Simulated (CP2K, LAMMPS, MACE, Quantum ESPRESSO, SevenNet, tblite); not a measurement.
# Bulk modulus two ways: amorphous 57SiO2-30PbO-13Na2O (mol %) (62 atoms), tblite GFN1-xTB

The cell holds 62 atoms (13 Si, 7 Pb, 6 Na and 36 O). Recipe: 62 atoms (13 Si, 7 Sr, 6 Na, 36 O) placed at random at 3.47 g/cm³, melted at 5000 K for 10 ps at fixed volume with the Morse and Coulomb pair potential with partial charges (Pedone, Malavasi, Menziani, Cormack and Segre, J. Phys. Chem. B 110, 11780 (2006)). Quenched from 5000 K to 300 K at 10 K/ps and fixed volume, held 5 ps, then minimised at fixed cell. Then Sr was replaced by Pb and the cell scaled by 1.008 (the potential has no terms for the new elements, so the cell is a start for a DFT relaxation). Then the atoms were relaxed with MACE MP-0b3 medium in the fixed cell.

Calculated with tblite 0.8.0: tblite GFN1-xTB, tight binding with its own dispersion term; k-points Γ. The cell is scaled evenly by ±3 % in volume, and MACE MP-0b3 medium relaxes the atoms at each volume before the single point.

```
volume (Å³/atom)  energy less the middle row's (meV/atom)  pressure (GPa)
          12.962                                   14.992           5.329
          13.363                                    0.000           3.482
          13.764                                  -11.002           1.895
```

**Question.** Find the bulk modulus at the middle volume from the pressures and from the energies, and check the printed pressure against the slope of the energy (1 meV/Å³ = 0.16022 GPa).

Worked:

The step is h = 0.4009 Å³. From pressures: B = −V dP/dV = 13.363 × (5.329 − (1.895)) / (2 × 0.4009) = 57.2 GPa.

From energies: B = V d²E/dV² = 13.363 × (14.992 + (-11.002)) / 0.4009² = 331.8 meV/Å³ = 53.2 GPa.

Slope: P = −dE/dV = −(-11.002 − (14.992)) / (2 × 0.4009) = 32.4 meV/Å³ = 5.19 GPa, against 3.48 GPa printed.

The two moduli agree within 7 %.

A central difference over ±3 % overstates P by about B(1 + B′)(0.03)²/6, some 0.04 GPa for B′ = 4, which is small against the gap found. The atoms follow MACE MP-0b3 medium, so this level's forces do work along the path, which enters the energies but not the printed pressures.

Limits: three points, a static cell at zero temperature, the cell shape held; the modulus is that at 3.5 GPa, not at zero pressure.

[Logs are printed without paths, hosts, clocks, repeated set-up lines and the standing remarks that a program may print on its own settings, such as how far it seeks lower states.]

[Hosts, paths, dates, database ids (printed as entryN), source tags and the programs' standing remarks are cut or masked in the printed files.]
